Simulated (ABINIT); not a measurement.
# Quasiparticle gap of KMgH3 (Pm-3m) in ABINIT, part 2 of 3

Wanted: ground state, empty states, screening and self-energy for KMgH3 (Pm-3m).

ABINIT 10.8.3; LDA and many-body steps on it, plane waves. Known limits of the many-body steps: not at the basis limit; coarse k mesh.

So far. Step 2 (Ground state): The gap is indirect, with the least direct gap 2.17 eV higher.

### Step 3. Bands along the symmetry lines

Level of this step: DFT, LDA, plane waves, norm-conserving pseudopotentials (ABINIT).

Levels along a band path, at the cheap level, show where the edges lie and whether the meshes to come will hold them.

The input, run.abi:

```
acell 3*1.0 Angstrom
rprim 
  4.025000000000 0.000000000000 0.000000000000
  0.000000000000 4.025000000000 0.000000000000
  0.000000000000 0.000000000000 4.025000000000
ntypat 3
znucl 19 12 1
natom 5
typat 1 2 3 3 3
xred 
  0.000000000000 0.000000000000 0.000000000000
  0.500000000000 0.500000000000 0.500000000000
  0.000000000000 0.500000000000 0.500000000000
  0.500000000000 0.000000000000 0.500000000000
  0.500000000000 0.500000000000 0.000000000000
pp_dirpath "pseudos"
pseudos "K.upf, Mg.upf, H.upf"
ecut 38
iscf -2
irdden 1
kptopt 0
nkpt 50
kpt 
  0.00000000 0.00000000 0.00000000
  0.00000000 0.06250000 0.00000000
  0.00000000 0.12500000 0.00000000
  0.00000000 0.18750000 0.00000000
  0.00000000 0.25000000 0.00000000
  0.00000000 0.31250000 0.00000000
  0.00000000 0.37500000 0.00000000
  0.00000000 0.43750000 0.00000000
  0.00000000 0.50000000 0.00000000
  0.06250000 0.50000000 0.00000000
  0.12500000 0.50000000 0.00000000
  0.18750000 0.50000000 0.00000000
  0.25000000 0.50000000 0.00000000
  0.31250000 0.50000000 0.00000000
  0.37500000 0.50000000 0.00000000
  0.43750000 0.50000000 0.00000000
  0.50000000 0.50000000 0.00000000
  0.43750000 0.43750000 0.00000000
  0.37500000 0.37500000 0.00000000
  0.31250000 0.31250000 0.00000000
  0.25000000 0.25000000 0.00000000
  0.18750000 0.18750000 0.00000000
  0.12500000 0.12500000 0.00000000
  0.06250000 0.06250000 0.00000000
  0.00000000 0.00000000 0.00000000
  0.06250000 0.06250000 0.06250000
  0.12500000 0.12500000 0.12500000
  0.18750000 0.18750000 0.18750000
  0.25000000 0.25000000 0.25000000
  0.31250000 0.31250000 0.31250000
  0.37500000 0.37500000 0.37500000
  0.43750000 0.43750000 0.43750000
  0.50000000 0.50000000 0.50000000
  0.43750000 0.50000000 0.43750000
  0.37500000 0.50000000 0.37500000
  0.31250000 0.50000000 0.31250000
  0.25000000 0.50000000 0.25000000
  0.18750000 0.50000000 0.18750000
  0.12500000 0.50000000 0.12500000
  0.06250000 0.50000000 0.06250000
  0.00000000 0.50000000 0.00000000
  0.50000000 0.50000000 0.50000000
  0.50000000 0.50000000 0.43750000
  0.50000000 0.50000000 0.37500000
  0.50000000 0.50000000 0.31250000
  0.50000000 0.50000000 0.25000000
  0.50000000 0.50000000 0.18750000
  0.50000000 0.50000000 0.12500000
  0.50000000 0.50000000 0.06250000
  0.50000000 0.50000000 0.00000000
istwfk *1
nband 18
nbdbuf 2
tolwfr 1e-08
nstep 40
prtwf 0
prtvol 0
indata_prefix "in"
outdata_prefix "out"
tmpdata_prefix "tmp"
```

Launch:

```bash
OMP_NUM_THREADS=1 mpirun -n 4 abinit run.abi > log
```

Numbers of over 12 decimals in the logs are rounded to 6 here.

The log of the run:

```text
.Version 10.8.3 of ABINIT. v10.8.2 released Aug 2026.

 Symmetries : space group Pm -3 m (#221); Bravais cP (primitive cubic)
[... echo of the input left out ...]
== DATASET  1 ==================================================================
-   mpi_nproc: 4, omp_nthreads: 1 (-1 if OMP is not activated)

--- !DatasetInfo
iteration_state: {dtset: 1, }
dimensions: {natom: 5, nkpt: 50, mband: 18, nsppol: 1, nspinor: 1, nspden: 1, mpw: 4956, }
cutoff_energies: {ecut:  38.0, pawecutdg:  -1.0, }
electrons: {nelect:   2.20000000E+01, charge:   0.00000000E+00, occopt:   1.00000000E+00, tsmear:   1.00000000E-02, }

 Real(R)+Recip(G) space primitive vectors, cartesian coordinates (Bohr,Bohr^-1):
 R(1)=  7.6061477  0.0000000  0.0000000  G(1)=  0.1314726  0.0000000  0.0000000
 R(2)=  0.0000000  7.6061477  0.0000000  G(2)=  0.0000000  0.1314726  0.0000000
 R(3)=  0.0000000  0.0000000  7.6061477  G(3)=  0.0000000  0.0000000  0.1314726
 Unit cell volume ucvol=  4.4004213E+02 bohr^3
 Angles (23,13,12)=  9.00000000E+01  9.00000000E+01  9.00000000E+01 degrees

 getcut: wavevector=  0.0000  0.0000  0.0000  ngfft=  45  45  45
         ecut(hartree)=     38.000   => boxcut(ratio)=   2.08464

--- Pseudopotential description ------------------------------------------------
- K Generated using ONCVPSP code by D. R. Hamann
- 19.00000   9.00000  180309                  znucl, zion, pspdat
12 -1012 2 -1 2170                            pspcod,pspxc,lmax,lloc,mmax
     nproj     2     2     2
  pspatm : epsatm=    8.21740868
         --- l  ekb(1:nproj) -->
             0   10.940065    0.829722
             1    4.437415    0.568178
             2   -3.386874   -1.066382
 pspatm: atomic psp has been read  and splines computed

- Mg Generated using ONCVPSP code by D. R. Hamann
- 12.00000  10.00000  180309                  znucl, zion, pspdat
12 -1012 1 -1 1510                            pspcod,pspxc,lmax,lloc,mmax
     nproj     2     2     0
  pspatm : epsatm=    9.23542517
         --- l  ekb(1:nproj) -->
[...]
pspatm: atomic psp has been read  and splines computed

- H Generated using ONCVPSP code by D. R. Hamann
-  1.00000   1.00000  180309                  znucl, zion, pspdat
12 -1012 1 -1 1180                            pspcod,pspxc,lmax,lloc,mmax
     nproj     2     1     0
  pspatm : epsatm=    0.35439867
         --- l  ekb(1:nproj) -->
[...]
1   -0.275071
 pspatm: atomic psp has been read  and splines computed

--------------------------------------------------------------------------------

================================================================================
 prteigrs : about to open file out_EIG
 Non-SCF case, kpt    1 (  0.00000  0.00000  0.00000), residuals and eigenvalues=
  6.16E-09  2.43E-09  5.73E-09  9.93E-09  4.74E-09  1.32E-09  3.59E-09  4.78E-09
[...]
Non-SCF case, kpt   49 (  0.50000  0.50000  0.06250), residuals and eigenvalues=
[...]
Non-SCF case, kpt   50 (  0.50000  0.50000  0.00000), residuals and eigenvalues=
[...]
-3.9555E-01 -3.8683E-01 -4.2754E-02 -4.9424E-03 -4.9424E-03  1.8848E-01
  2.8969E-01  3.1081E-01  3.1081E-01  3.4808E-01  3.9705E-01  3.9705E-01

--- !ResultsGS
iteration_state: {dtset: 1, }
comment   : Summary of ground state results
lattice_vectors:
- [  7.6061477,   0.0000000,   0.0000000, ]
- [  0.0000000,   7.6061477,   0.0000000, ]
- [  0.0000000,   0.0000000,   7.6061477, ]
lattice_lengths: [   7.60615,    7.60615,    7.60615, ]
lattice_angles: [ 90.000,  90.000,  90.000, ] # degrees, (23, 13, 12)
lattice_volume:   4.4004213E+02
convergence: {deltae:  0.000E+00, res2:  0.000E+00, residm:  9.992E-09, diffor:  0.000E+00, }
etotal    :  -9.09794901E+01
entropy   :   0.00000000E+00
fermie    :   6.84931933E-02
cartesian_stress_tensor: null
pressure_GPa: null
xred      :
- [  0.0000E+00,   0.0000E+00,   0.0000E+00,  K]
- [  5.0000E-01,   5.0000E-01,   5.0000E-01, Mg]
- [  0.0000E+00,   5.0000E-01,   5.0000E-01,  H]
- [  5.0000E-01,   0.0000E+00,   5.0000E-01,  H]
- [  5.0000E-01,   5.0000E-01,   0.0000E+00,  H]
cartesian_forces: null
force_length_stats: {min: null, max: null, mean: null, }

 Integrated electronic density in atomic spheres:
 ------------------------------------------------
 Atom  Sphere_radius  Integrated_density
[...]
================================================================================

 ----iterations are completed or convergence reached----

 Mean square residual over all n,k,spin=   55.868E-10; max=  99.922E-10
 reduced coordinates (array xred) for    5 atoms
[...]
0.500000000000      0.000000000000      0.500000000000
       0.500000000000      0.500000000000      0.000000000000

 cartesian coordinates (angstrom) at end:
    1      0.000000     0.000000     0.000000
    2      2.012500     2.012500     2.012500
    3      0.000000     2.012500     2.012500
    4      2.012500     0.000000     2.012500
    5      2.012500     2.012500     0.000000
 length scales=  1.889726125908  1.889726125908  1.889726125908 bohr
              =  1.000000000000  1.000000000000  1.000000000000 angstroms
 prteigrs : about to open file out_EIG
 Eigenvalues (hartree) for nkpt=  50  k points:
 kpt#   1, nband= 18, wtk=  1.00000, kpt=  0.0000  0.0000  0.0000 (reduced coord)
[...]
kpt#   2, nband= 18, wtk=  1.00000, kpt=  0.0000  0.0625  0.0000 (reduced coord)
[...]
kpt#   3, nband= 18, wtk=  1.00000, kpt=  0.0000  0.1250  0.0000 (reduced coord)
[...]
kpt#  49, nband= 18, wtk=  1.00000, kpt=  0.5000  0.5000  0.0625 (reduced coord)
[...]
0.40033    0.40033
 kpt#  50, nband= 18, wtk=  1.00000, kpt=  0.5000  0.5000  0.0000 (reduced coord)
  -2.64076   -1.44361   -1.44361   -1.44356   -0.98808   -0.39555   -0.39555   -0.38683
  -0.04275   -0.00494   -0.00494    0.18848    0.28969    0.31081    0.31081    0.34808
   0.39705    0.39705

== END DATASET(S) ==============================================================
================================================================================

 -outvars: echo values of variables after computation  --------
            nband          18
             nkpt          50
          spgroup         221
 [... the other variables as echoed above ...]

 Calculation completed.
```

Wall time 24 s (4 MPI ranks of Arm Neoverse V2, shared host); peak memory 0.34 GiB; 96 s of CPU time.

This step gave:

```
gap                        : 2.048 eV
k of the valence top       : 0, 0.5, 0
k of the conduction bottom : 0.5, 0.5, 0.5
least direct gap           : 4.216 eV
```

The gap is 2.048 eV, as in the run before at this level.

The electronic bands at the labelled points (eV, zero at the top of the highest filled band):

```
    point  band 8  band 9  band 10  band 11  band 12  band 13  band 14  band 15
        Γ  -12.43   -5.63    -0.49    -0.49     5.49     5.49     5.49     7.83
  halfway  -12.42   -5.05    -1.43    -0.27     5.28     5.28     5.95     6.54
        X  -12.41   -3.94    -2.88     0.00     5.05     5.05     5.54     7.31
  halfway  -12.40   -3.62    -2.48    -0.92     4.49     5.54     5.57     7.13
        M  -12.39   -3.03    -2.00    -2.00     3.27     6.02     6.59     6.59
  halfway  -12.41   -4.55    -1.39    -0.97     4.70     5.46     5.61     7.44
        Γ  -12.43   -5.63    -0.49    -0.49     5.49     5.49     5.49     7.83
  halfway  -12.51   -4.11    -1.36    -1.36     3.43     5.97     5.97     7.16
        R  -12.58   -2.17    -2.17    -2.17     2.05     5.36     5.36     5.36
  halfway  -12.49   -3.30    -2.28    -1.34     3.93     4.82     5.31     6.78
        X  -12.41   -3.94    -2.88     0.00     5.05     5.05     5.54     7.31
jump to R  -12.58   -2.17    -2.17    -2.17     2.05     5.36     5.36     5.36
  halfway  -12.48   -2.66    -2.08    -2.08     3.50     4.12     5.82     5.82
        M  -12.39   -3.03    -2.00    -2.00     3.27     6.02     6.59     6.59
```

The electronic bands as a text plot (rows in eV, shown from -8.0 to 7.1 only):

```
    6.8 |  ++ ++ +++++++++++   +      ++            ++  +
    6.2 |   ++       ++++++   ++     +++++        ++  ++      +++
    5.6 |++++ +++++++     +++++++++++     ++++++++++++++++++++  +
    4.9 |    +++++++        ++++   ++      +++  +++++ ++++++   +
    4.3 |           +      +         +               +      +++
    3.7 |            +  +++           ++++        +++        +++
    3.0 |             ++                  +++    +          +   +
    2.4 |                                    +  +         ++
    1.8 |                                     ++
    1.1 |
    0.5 |
   -0.1 |  ********                                     **
   -0.7 |***       **       ************             ***
   -1.4 |   *        *    *****         ***       ***
   -2.0 |    **      ******                **********     *******
   -2.6 |      ******                      ***   *   ***** *****
   -3.3 |            ******               *       ****          *
   -3.9 |      ******      *            **            ****
   -4.5 |    **             **        **
   -5.2 |  **                 **     *
   -5.8 |**                     *****
   -6.4 |
   -7.1 |
   -7.7 |
         Γ      X      M          Γ            R        X|R     M
```

### Step 4. Empty states on the mesh, 2×2×2 mesh, 41 bands

The sums over transitions need many empty states on a uniform mesh; this step solves for them.

The input, run.abi:

```
acell 3*1.0 Angstrom
rprim 
  4.025000000000 0.000000000000 0.000000000000
  0.000000000000 4.025000000000 0.000000000000
  0.000000000000 0.000000000000 4.025000000000
ntypat 3
znucl 19 12 1
natom 5
typat 1 2 3 3 3
xred 
  0.000000000000 0.000000000000 0.000000000000
  0.500000000000 0.500000000000 0.500000000000
  0.000000000000 0.500000000000 0.500000000000
  0.500000000000 0.000000000000 0.500000000000
  0.500000000000 0.500000000000 0.000000000000
pp_dirpath "pseudos"
pseudos "K.upf, Mg.upf, H.upf"
ecut 38
ngkpt 2 2 2
nshiftk 1
shiftk 0 0 0
kptopt 1
chksymbreak 0
iscf -2
irdden 1
istwfk *1
nband 41
nbdbuf 4
tolwfr 1e-09
nstep 60
prtvol 0
indata_prefix "in"
outdata_prefix "out"
tmpdata_prefix "tmp"
```

The log of the run:

```text
.Version 10.8.3 of ABINIT. v10.8.2 released Aug 2026.

 Symmetries : space group Pm -3 m (#221); Bravais cP (primitive cubic)
[... echo of the input left out ...]
== DATASET  1 ==================================================================
-   mpi_nproc: 4, omp_nthreads: 1 (-1 if OMP is not activated)

--- !DatasetInfo
iteration_state: {dtset: 1, }
dimensions: {natom: 5, nkpt: 4, mband: 41, nsppol: 1, nspinor: 1, nspden: 1, mpw: 4950, }
cutoff_energies: {ecut:  38.0, pawecutdg:  -1.0, }
electrons: {nelect:   2.20000000E+01, charge:   0.00000000E+00, occopt:   1.00000000E+00, tsmear:   1.00000000E-02, }

 Real(R)+Recip(G) space primitive vectors, cartesian coordinates (Bohr,Bohr^-1):
 R(1)=  7.6061477  0.0000000  0.0000000  G(1)=  0.1314726  0.0000000  0.0000000
 R(2)=  0.0000000  7.6061477  0.0000000  G(2)=  0.0000000  0.1314726  0.0000000
 R(3)=  0.0000000  0.0000000  7.6061477  G(3)=  0.0000000  0.0000000  0.1314726
 Unit cell volume ucvol=  4.4004213E+02 bohr^3
 Angles (23,13,12)=  9.00000000E+01  9.00000000E+01  9.00000000E+01 degrees

 getcut: wavevector=  0.0000  0.0000  0.0000  ngfft=  45  45  45
         ecut(hartree)=     38.000   => boxcut(ratio)=   2.08464

--- Pseudopotential description ------------------------------------------------
- K Generated using ONCVPSP code by D. R. Hamann
- 19.00000   9.00000  180309                  znucl, zion, pspdat
12 -1012 2 -1 2170                            pspcod,pspxc,lmax,lloc,mmax
     nproj     2     2     2
  pspatm : epsatm=    8.21740868
         --- l  ekb(1:nproj) -->
             0   10.940065    0.829722
             1    4.437415    0.568178
             2   -3.386874   -1.066382
 pspatm: atomic psp has been read  and splines computed

- Mg Generated using ONCVPSP code by D. R. Hamann
- 12.00000  10.00000  180309                  znucl, zion, pspdat
12 -1012 1 -1 1510                            pspcod,pspxc,lmax,lloc,mmax
     nproj     2     2     0
  pspatm : epsatm=    9.23542517
         --- l  ekb(1:nproj) -->
[...]
pspatm: atomic psp has been read  and splines computed

- H Generated using ONCVPSP code by D. R. Hamann
-  1.00000   1.00000  180309                  znucl, zion, pspdat
12 -1012 1 -1 1180                            pspcod,pspxc,lmax,lloc,mmax
     nproj     2     1     0
  pspatm : epsatm=    0.35439867
         --- l  ekb(1:nproj) -->
[...]
1   -0.275071
 pspatm: atomic psp has been read  and splines computed

--------------------------------------------------------------------------------

================================================================================
 prteigrs : about to open file out_EIG
 Non-SCF case, kpt    1 (  0.00000  0.00000  0.00000), residuals and eigenvalues=
  4.63E-10  1.52E-10  2.20E-10  4.21E-10  4.69E-10  1.97E-10  2.06E-10  3.74E-10
  1.64E-10  1.32E-10  6.64E-10  1.45E-10  2.44E-10  6.00E-10  2.85E-10  5.88E-10
  7.56E-11  7.84E-10  7.64E-10  6.30E-10  9.73E-11  1.96E-10  6.86E-10  2.52E-10
[...]
4.73E-09
 -2.6408E+00 -1.4436E+00 -1.4436E+00 -1.4436E+00 -9.8901E-01 -3.8838E-01
 -3.8838E-01 -3.8838E-01 -1.3851E-01  5.0327E-02  5.0327E-02  2.7012E-01
  2.7012E-01  2.7012E-01  3.5639E-01  3.5639E-01  3.8910E-01  3.8910E-01
  3.8910E-01  4.1544E-01  5.6991E-01  5.6991E-01  5.6991E-01  5.8575E-01
  6.6440E-01  6.6440E-01  6.6440E-01  6.6476E-01  6.6476E-01  6.6476E-01
  7.6434E-01  7.6434E-01  8.8985E-01  1.0253E+00  1.0253E+00  1.0253E+00
  1.0978E+00  1.0978E+00  1.0978E+00  1.1167E+00  1.1167E+00
 prteigrs : prtvol=0 or 1, do not print more k-points.

--- !ResultsGS
iteration_state: {dtset: 1, }
comment   : Summary of ground state results
lattice_vectors:
- [  7.6061477,   0.0000000,   0.0000000, ]
- [  0.0000000,   7.6061477,   0.0000000, ]
- [  0.0000000,   0.0000000,   7.6061477, ]
lattice_lengths: [   7.60615,    7.60615,    7.60615, ]
lattice_angles: [ 90.000,  90.000,  90.000, ] # degrees, (23, 13, 12)
lattice_volume:   4.4004213E+02
convergence: {deltae:  0.000E+00, res2:  0.000E+00, residm:  9.932E-10, diffor:  0.000E+00, }
etotal    :  -9.09794901E+01
entropy   :   0.00000000E+00
fermie    :   6.84931933E-02
cartesian_stress_tensor: null
pressure_GPa: null
xred      :
- [  0.0000E+00,   0.0000E+00,   0.0000E+00,  K]
- [  5.0000E-01,   5.0000E-01,   5.0000E-01, Mg]
- [  0.0000E+00,   5.0000E-01,   5.0000E-01,  H]
- [  5.0000E-01,   0.0000E+00,   5.0000E-01,  H]
- [  5.0000E-01,   5.0000E-01,   0.0000E+00,  H]
cartesian_forces: null
force_length_stats: {min: null, max: null, mean: null, }

 Integrated electronic density in atomic spheres:
 ------------------------------------------------
 Atom  Sphere_radius  Integrated_density
[...]
================================================================================

 ----iterations are completed or convergence reached----

 Mean square residual over all n,k,spin=   43.038E-11; max=  99.320E-11
 reduced coordinates (array xred) for    5 atoms
[...]
0.500000000000      0.000000000000      0.500000000000
       0.500000000000      0.500000000000      0.000000000000

 cartesian coordinates (angstrom) at end:
    1      0.000000     0.000000     0.000000
    2      2.012500     2.012500     2.012500
    3      0.000000     2.012500     2.012500
    4      2.012500     0.000000     2.012500
    5      2.012500     2.012500     0.000000
 length scales=  1.889726125908  1.889726125908  1.889726125908 bohr
              =  1.000000000000  1.000000000000  1.000000000000 angstroms
 prteigrs : about to open file out_EIG
 Eigenvalues (hartree) for nkpt=   4  k points:
 kpt#   1, nband= 41, wtk=  0.12500, kpt=  0.0000  0.0000  0.0000 (reduced coord)
[...]
0.66440    0.66440    0.66440    0.66476    0.66476    0.66476    0.76434    0.76434
   0.88985    1.02526    1.02526    1.02526    1.09784    1.09784    1.09784    1.11668
   1.11668
 prteigrs : prtvol=0 or 1, do not print more k-points.

== END DATASET(S) ==============================================================
================================================================================

 -outvars: echo values of variables after computation  --------
            nband          41
             nkpt           4
          spgroup         221
 [... the other variables as echoed above ...]

 Calculation completed.
```

It took 5 s on 4 MPI ranks; peak memory 0.28 GiB; 20 s of CPU time.

Numbers from this step:

```yaml
gap: 2.048 eV
k_of_the_valence_top: 0.5, 0, 0
k_of_the_conduction_bottom: 0.5, 0.5, 0.5
least_direct_gap: 4.216 eV
k_points_computed: 4
lowest_point_of_the_top_converged_band_above_the_valence_top: 24.76 eV
```

On this mesh the gap is 2.048 eV.

(Part 2 of 3 ends here.)

[Paths, hosts, dates, memory and timing lines, banners, echoed tables and standing remarks are left out of the program output.]

[Logs are printed without paths, hosts, clocks, repeated set-up lines and the standing remarks that a program may print on its own settings, such as how far it seeks lower states.]

[Runs of the session that timed out or met a known fault of the program may be left out.]

[Hosts, paths, dates, database ids (printed as entryN), source tags and the programs' standing remarks are cut or masked in the printed files.]

[G0W0 gaps are taken among the corrected bands and points alone; a level outside them can change the order at an edge.]

[Where Ansatz stands beside ABINIT at settings called matched, ABINIT's density can come from a denser mesh and the files from another edition; pairs whose starting gaps differed by over 0.03 eV were left out, so agreement reads better than it is.]
